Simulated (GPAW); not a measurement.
**SnO (honeycomb monolayer): G0W0 with GPAW, start to end**

How does a plane-wave GW calculation on SnO (honeycomb monolayer) run from the first input to the gap?

Method: LDA and many-body steps on it, plane waves, in GPAW 26.7.0.

## (1) Starting point

The cell holds 2 atoms: 1 Sn and 1 O. Cell: a = 3.124 Å, b = 3.124 Å, c = 11.400 Å, α = 90.0°, β = 90.0°, γ = 120.0°. Vacuum lies along c.

Structure file:

```cif
data_structure
_symmetry_space_group_name_H-M 'P 1'
_symmetry_Int_Tables_number 1
_cell_length_a 3.1238
_cell_length_b 3.1238
_cell_length_c 11.4000
_cell_angle_alpha 90.000
_cell_angle_beta 90.000
_cell_angle_gamma 120.000
_cell_volume 96.34
loop_
_atom_site_label
_atom_site_type_symbol
_atom_site_fract_x
_atom_site_fract_y
_atom_site_fract_z
_atom_site_occupancy
Sn1 Sn 0.33333 0.66667 0.48246 1
O2 O 0.66667 0.33333 0.51754 1
```

The start is a generated structure, not a measured one.

## (2) Relaxation

This step: GPAW 26.7.0; DFT, LDA, plane waves, PAW.

Gaps follow bond lengths, so the structure is brought to rest first.

run.py reads:

```python
import json
import numpy as np
from gpaw.mpi import world
from ase import Atoms
from ase.constraints import FixSymmetry
from ase.filters import FrechetCellFilter
from ase.optimize import BFGS
from gpaw import GPAW, PW, FermiDirac

atoms = Atoms(['Sn', 'O'],
    cell=[[3.1237832842, 0.0000000000, 0.0000000000],
      [-1.5618916421, 2.7052756800, 0.0000000000],
      [0.0000000000, 0.0000000000, 11.4000000000]],
    scaled_positions=[[0.3333333333, 0.6666666667, 0.4824561404],
      [0.6666666667, 0.3333333333, 0.5175438596]],
    pbc=(True, True, False))
atoms.set_constraint(FixSymmetry(atoms))
atoms.calc = GPAW(mode=PW(700),
    xc='LDA',
    kpts={'size': (9, 9, 1), 'gamma': True},
    occupations=FermiDirac(0.02),
    convergence={'density': 1e-5},
    txt='relax.txt')
steps = []
opt = BFGS(FrechetCellFilter(atoms, mask=[1, 1, 0, 0, 0, 1]), logfile='bfgs.log')
opt.attach(lambda: steps.append([atoms.get_potential_energy(), atoms.cell[:], atoms.positions.copy(), atoms.get_forces()]))
converged = opt.run(fmax=0.03, steps=50)
res = {'converged': bool(converged), 'steps': steps, 'cell': atoms.cell[:], 'frac': atoms.get_scaled_positions()}

if world.rank == 0:
    with open('result.json', 'w') as f:
        json.dump(res, f, default=lambda x: x.tolist())
```

On the command line:

```console
mpirun -n 4 gpaw python run.py
```

Numbers of over 12 decimals in the logs are rounded to 6 here.

The log of the run:

```text
Step     Time          Energy          fmax
BFGS:    0        -9.275191        8.787283
BFGS:    1       -11.775943        3.424060
BFGS:    2       -12.272772        1.200631
[...]
BFGS:    7       -12.448837        0.333087
BFGS:    8       -12.452969        0.021665
```

Run time: 43 s. Hardware: 4 MPI ranks of Arm Neoverse V1, shared host; peak memory 0.91 GiB.

Relaxation path:

```csv
step,energy less that of the first step (eV),largest force (eV/Å)
1,0.0000,7.2397
2,-2.5015,3.4241
3,-2.9983,1.2006
4,-3.0518,0.5428
5,-3.0775,0.1831
6,-3.1155,0.3116
7,-3.1486,0.5713
8,-3.1744,0.3331
9,-3.1785,0.0217
```

The atoms that moved most (Å):

```
atom     dx     dy      dz  length
 Sn1  0.000  0.000  -0.311   0.311
  O2  0.000  0.000   0.311   0.311
```

Final coordinates:

```xyz
2
Lattice="3.2274 0.0000 0.0000 -1.6137 2.7950 0.0000 0.0000 0.0000 11.4000" Properties=species:S:1:pos:R:3
Sn    0.0000    1.8634    5.1891
O     1.6137    0.9317    6.2111
```

## (3) Ground state

The ground-state density comes first.

run.py reads:

```python
import json
import numpy as np
from gpaw.mpi import world
from ase import Atoms
from gpaw import GPAW, PW, FermiDirac

atoms = Atoms(['Sn', 'O'],
    cell=[[3.2274274464, 0.0000000000, 0.0000000000],
      [-1.6137137232, 2.7950341575, 0.0000000000],
      [0.0000000000, 0.0000000000, 11.4000000000]],
    scaled_positions=[[0.3333333333, 0.6666666667, 0.4551838662],
      [0.6666666667, 0.3333333333, 0.5448293796]],
    pbc=(True, True, False))
calc = GPAW(mode=PW(600),
    xc='LDA',
    kpts={'size': (12, 12, 1), 'gamma': True},
    occupations=FermiDirac(0.001),
    nbands=-7,
    convergence={'density': 1e-6, 'bands': -3},
    maxiter=100,
    txt='gs.txt')
atoms.calc = calc
res = {'energy': atoms.get_potential_energy()}
kpts = calc.get_ibz_k_points()
res['kpts'] = kpts
res['eigenvalues'] = [calc.get_eigenvalues(kpt=k) for k in range(len(kpts))]
res['n_electrons'] = calc.get_number_of_electrons()
calc.write('gs.gpw')

if world.rank == 0:
    with open('result.json', 'w') as f:
        json.dump(res, f, default=lambda x: x.tolist())
```

On the command line:

```console
mpirun -n 4 gpaw python run.py
```

The log of the run:

```text
__  _  _
 | _ |_)|_||  |
 |__||  | ||/\| - 26.7.0

Input parameters:
  mode=PW(ecut=600.0),
  convergence={'density': 1e-06, 'bands': -3},
  kpts=MonkhorstPack(size=(12, 12, 1), gamma=True),
  maxiter=100,
  nbands=-7,
  occupations=Occupations(name='fermi-dirac', width=0.001, fixmagmom=False),
  xc=XC(name='LDA')
  [... matrices ...]
Diagonalizing LCAO Hamiltonian
Converting LCAO to pw mode

           O
        Sn

Atoms  # Å, Bohr magnetons
|   | symbol |         x |        y |        z |    initial magnetic moments |
| 0 |     Sn | -0.000000 | 1.863356 | 5.189096 | ( 0.0000,  0.0000,  0.0000) |
| 1 |      O |  1.613714 | 0.931678 | 6.211055 | ( 0.0000,  0.0000,  0.0000) |

Unit cell  # Å
| periodic |         x |        y |         z |   lengths |     angles |
|      yes |  3.227427 | 0.000000 |  0.000000 |  3.227427 |  90.000000 |
|      yes | -1.613714 | 2.795034 |  0.000000 |  3.227427 |  90.000000 |
|       no |  0.000000 | 0.000000 | 11.400000 | 11.400000 | 120.000000 |

Number of symmetries: 6
Symmetry operations  # r_c * U_cc + t_c -> r_c
|   | kind |            matrix            |
| 0 |  σ   |  1, 1, 0,  0,-1, 0,  0, 0, 1 |
| 1 |  E   |  1, 0, 0,  0, 1, 0,  0, 0, 1 |
| 2 |  C3  |  0, 1, 0, -1,-1, 0,  0, 0, 1 |
| 3 |  σ   |  0,-1, 0, -1, 0, 0,  0, 0, 1 |
| 4 |  σ   | -1, 0, 0,  1, 1, 0,  0, 0, 1 |
| 5 |  C3  | -1,-1, 0,  1, 0, 0,  0, 0, 1 |

BZ-sampling:
  Number of BZ points: 144
  Number of IBZ points: 19

  Monkhorst-Pack size: [12, 12, 1]
  Monkhorst-Pack shift: [0.041667, 0.041667, 0.0]

K-points  # in reciprocal-cell coordinates
|     |                                coordinates |     weight |
|   0 | ( -0.00000000,  -0.00000000,   0.00000000) | 0.00694444 |
|   1 | (  0.08333333,  -0.00000000,   0.00000000) | 0.04166667 |
|   2 | (  0.16666667,  -0.08333333,   0.00000000) | 0.04166667 |
|   3 | (  0.16666667,  -0.00000000,   0.00000000) | 0.04166667 |
|   4 | (  0.25000000,  -0.08333333,   0.00000000) | 0.08333333 |
|   5 | (  0.25000000,  -0.00000000,   0.00000000) | 0.04166667 |
|   6 | (  0.33333333,  -0.16666667,   0.00000000) | 0.04166667 |
|   7 | (  0.33333333,  -0.08333333,   0.00000000) | 0.08333333 |
|   8 | (  0.33333333,  -0.00000000,   0.00000000) | 0.04166667 |
|   9 | (  0.33333333,   0.33333333,   0.00000000) | 0.01388889 |
| ... |                                            |            |
|  18 | (  0.50000000,   0.50000000,   0.00000000) | 0.02083333 |

Plane wave coefficients: 3489
Cutoff: 600.0 eV

Spin-components: 1 (collinear spins)
Bands:           17
Projectors:      11
Spin-degeneracy: 2
Datatype:        complex128

  Storage: CPU
  Wave functions: 18_031_152 bytes (4_507_788 per core)
  Projectors: 23_334_432 bytes (5_833_608 per core)
  [... matrices ...]
Parallelization:
  kpt:    4
  domain: 1
  band:   1

Density:
  Valence electrons: 20.0
  Components: 1
  Grid points: [20 20 70]
  Charge: 0.0  # |e|

Potential:
  Grid points: [20 20 70]

species:
  Sn:
    name:    Tin
    Z:       50.0
    valence: 14
    core:    36
    charge:  0.0  # [|e|]
    compensation charges:
      type: gauss
      rc: 0.38  # [Å]
      lmax: 2
    cutoffs:
      filter: 2.23  # [Å]
      core: 2.35  # [Å]
    projectors
    | kind |    occ | energy [eV] | rcut [Å] |
    |   5s |  2.000 |     -10.799 |    1.201 |
    |   5p |  2.000 |      -3.869 |    1.270 |
    |   4d | 10.000 |     -25.910 |    1.185 |
    |    s |        |      16.413 |    1.201 |
    |    p |        |      23.342 |    1.270 |
    |    d |        |       1.302 |    1.185 |

    Using partial waves for Sn as LCAO basis

  O:
    name:    Oxygen
    Z:       8.0
    valence: 6
    core:    2
    charge:  0.0  # [|e|]
    compensation charges:
      type: gauss
      rc: 0.21  # [Å]
      lmax: 2
    cutoffs:
      filter: 1.17  # [Å]
      core: 0.83  # [Å]
    projectors
    | kind |    occ | energy [eV] | rcut [Å] |
    |   2s |  2.000 |     -23.752 |    0.688 |
    |   2p |  4.000 |      -9.195 |    0.598 |
    |    s |        |       3.459 |    0.688 |
    |    p |        |      18.016 |    0.598 |
    |    d |        |       0.000 |    0.619 |

    Using partial waves for O as LCAO basis

Reference energy: -169893.494879  # eV

eigensolver:
  PPCG
  Converge bands: -3
  niter=2

density mixing:
  MSR1-Mixer
  Pratt-step length: 0.05
  Maximum mixing coefficient: 0.75
  Old densities: 10
  SVD Regularization: 0.005
  Good broyden scale: 1.0
  Trust region scale: 1.0
  Backstep threshold: 4.0
  History deletion threshold: 6.0
  Fourier metric: weight=20.0, sigma=0.015

occupation numbers:
  Fermi-Dirac:
    width: 0.0010  # eV

poisson solver:
  ecut: 4800.0  # eV

xc functional:
  name: None

Initialization done in: 0.959 s

convergence criteria:
- Maximum integral of absolute [dens]ity change: 1e-06 electrons / valence electron
- Maximum [total energy] change in last 3 cyles: 0.0005 eV / valence electron
- Maximum integral of absolute [eigenst]ate change: 4e-08 eV^2 / valence electron
maximum number of iterations: 100

SCF iterations
|iter     |     time |      energy | eigst |  dens |
|iter:   1|  |  -14.097372 | +1.93 |       |
|iter:   2|  |  -13.516527 | +0.55 | -1.01 |
|iter:   3|  |  -12.431767 | -0.37 | -1.08 |
|iter:   4|  |  -12.394295 | -1.55 | -1.54 |
|iter:   5|  |  -12.380430 | -2.44 | -1.77 |
|iter:   6|  |  -12.379311 | -3.33 | -2.28 |
|iter:   7|  |  -12.379311c| -4.34 | -2.99 |
|iter:   8|  |  -12.379302c| -5.54 | -3.57 |
|iter:   9|  |  -12.379302c| -6.86 | -4.41 |
|iter:  10|  |  -12.379302c| -7.43c| -5.05 |
|iter:  11|  |  -12.379302c| -7.84c| -5.77 |
|iter:  12|  |  -12.379302c| -8.28c| -6.25c|

Converged in 12 steps
SCF loop duration: 5.017 s (0.418 s/step)
Energy contributions relative to reference atoms: (reference = -169893.494879)
  [... matrices ...]
Energy contributions:
  Kinetic:          17.110498
  Coulomb:         -16.244487
  Zero:             -0.006927
  External:          0.000000
  Xc:              -13.238385
  Entropy:          -0.000000
  Spinorbit:         0.000000
  ----------------------------
  Free energy:     -12.379302
  Extrapolated:    -12.379302

dipole moment: (-2.851853, 1.646521, -0.100487)  # |e|*Ang

Fermi level: -1.517
Eigenvalues  # (at kpt = [-0.000, -0.000, 0.000])
| band index |      eig [eV] | occ [0-2] |
|          0 |       -22.980 |     2.000 |
|        ... |               |           |
|          2 |       -22.972 |     2.000 |
|          3 |       -22.738 |     2.000 |
|          4 |       -22.738 |     2.000 |
|          5 |       -20.726 |     2.000 |
|          6 |        -9.217 |     2.000 |
|          7 |        -4.907 |     2.000 |
|          8 |        -4.907 |     2.000 |
|          9 |        -3.806 |     2.000 |
|         10 |        -0.458 |     0.000 |
|         11 |         3.251 |     0.000 |
|         12 |         4.555 |     0.000 |
|         13 |         5.815 |     0.000 |
|         14 |         6.887 |     0.000 |
|         15 |         6.887 |     0.000 |
|         16 |         9.412 |     0.000 |

Gap: 1.476 eV
Transition (v -> c):
  (s=0, k=9, n=9, [0.33, 0.33, 0.00]) -> (s=0, k=18, n=10, [0.50, 0.50, 0.00])
Direct/indirect transitions are different
Direct gap: 2.043 eV
Transition at: (s=0, k=18, n=9, [0.50, 0.50, 0.00])
vacuum-level: 3.875  # V
# Writing to gs.gpw (mode='')
  [... matrices ...]
```

It took 7.9 s on 4 MPI ranks; peak memory 0.71 GiB; 31 s of CPU time.

This step gave:

```
total energy               : -12.38 eV
gap                        : 1.476 eV
k of the valence top       : 0.3333, 0.3333, 0
k of the conduction bottom : 0.5, 0.5, 0
least direct gap           : 2.043 eV
```

The gap is indirect, with the least direct gap 0.57 eV higher.

## (4) Empty states on the mesh, 12×12×1 mesh, 177 bands

The sums over transitions need many empty states on a uniform mesh; this step solves for them.

run.py reads:

```python
import json
import numpy as np
from gpaw.mpi import world
from gpaw import GPAW

calc = GPAW('gs.gpw').fixed_density(kpts={'size': (12, 12, 1), 'gamma': True},
    nbands=206,
    convergence={'bands': 177},
    txt='nscf.txt')
calc.write('full.gpw', mode='all')
res = {}
kpts = calc.get_ibz_k_points()
res['kpts'] = kpts
res['eigenvalues'] = [calc.get_eigenvalues(kpt=k) for k in range(len(kpts))]
res['n_electrons'] = calc.get_number_of_electrons()

if world.rank == 0:
    with open('result.json', 'w') as f:
        json.dump(res, f, default=lambda x: x.tolist())
```

On the command line:

```console
mpirun -n 4 gpaw python run.py
```

The log of the run:

```text
Diagonalizing LCAO Hamiltonian
Converting LCAO to pw mode
convergence criteria:
- Maximum integral of absolute [eigenst]ate change: 4e-08 eV^2 / valence electron
maximum number of iterations: 100

SCF iterations
|iter     |     time |      energy | eigst |  dens |
|iter:   1|  |             | +4.60 |       |
|iter:   2|  |             | +3.40 |       |
|iter:   3|  |             | +2.30 |       |
[...]
|iter:  13|  |             | -6.54 |       |
|iter:  14|  |             | -7.03 |       |
|iter:  15|  |             | -7.43c|       |
SCF steps: 15
  __  _  _
 | _ |_)|_||  |
 |__||  | ||/\| - 26.7.0

Input parameters:
  mode=PW(ecut=600.0),
  convergence={'bands': 177},
  gpts=array([20, 20, 70]),
  kpts=MonkhorstPack(size=(12, 12, 1), gamma=True),
  maxiter=100,
  nbands=206,
  occupations=Occupations(name='fermi-dirac', width=0.001, fixmagmom=False),
  parallel={},
  xc=XC(name='LDA')
# Writing to full.gpw (mode='all')
  [... matrices ...]

timing:  # [seconds]
  Total: 0.088  # ━━━━━━━━━━━━━━━━━━━━━━━━━━━━━━━━━━━━━━━━━━━━━━━━━━━━━━━━━━━
```

Wall time 1.9 min (4 MPI ranks); peak memory 1.1 GiB.

Numbers from this step:

* gap: 1.476 eV
* k of the valence top: 0.3333, 0.3333, 0
* k of the conduction bottom: 0.5, 0.5, 0
* least direct gap: 2.043 eV
* k points computed: 19
* lowest point of the top converged band, above the valence top: 78.1779 eV

On this mesh the gap is 1.476 eV.

(Part 1 of 2 ends here.)

[Paths, hosts, dates, memory and timing lines, banners, echoed tables and standing remarks are left out of the program output.]

[Logs are printed without paths, hosts, clocks, repeated set-up lines and the standing remarks that a program may print on its own settings, such as how far it seeks lower states.]

[Runs of the session that timed out or met a known fault of the program may be left out.]

[Hosts, paths, dates, database ids (printed as entryN), source tags and the programs' standing remarks are cut or masked in the printed files.]
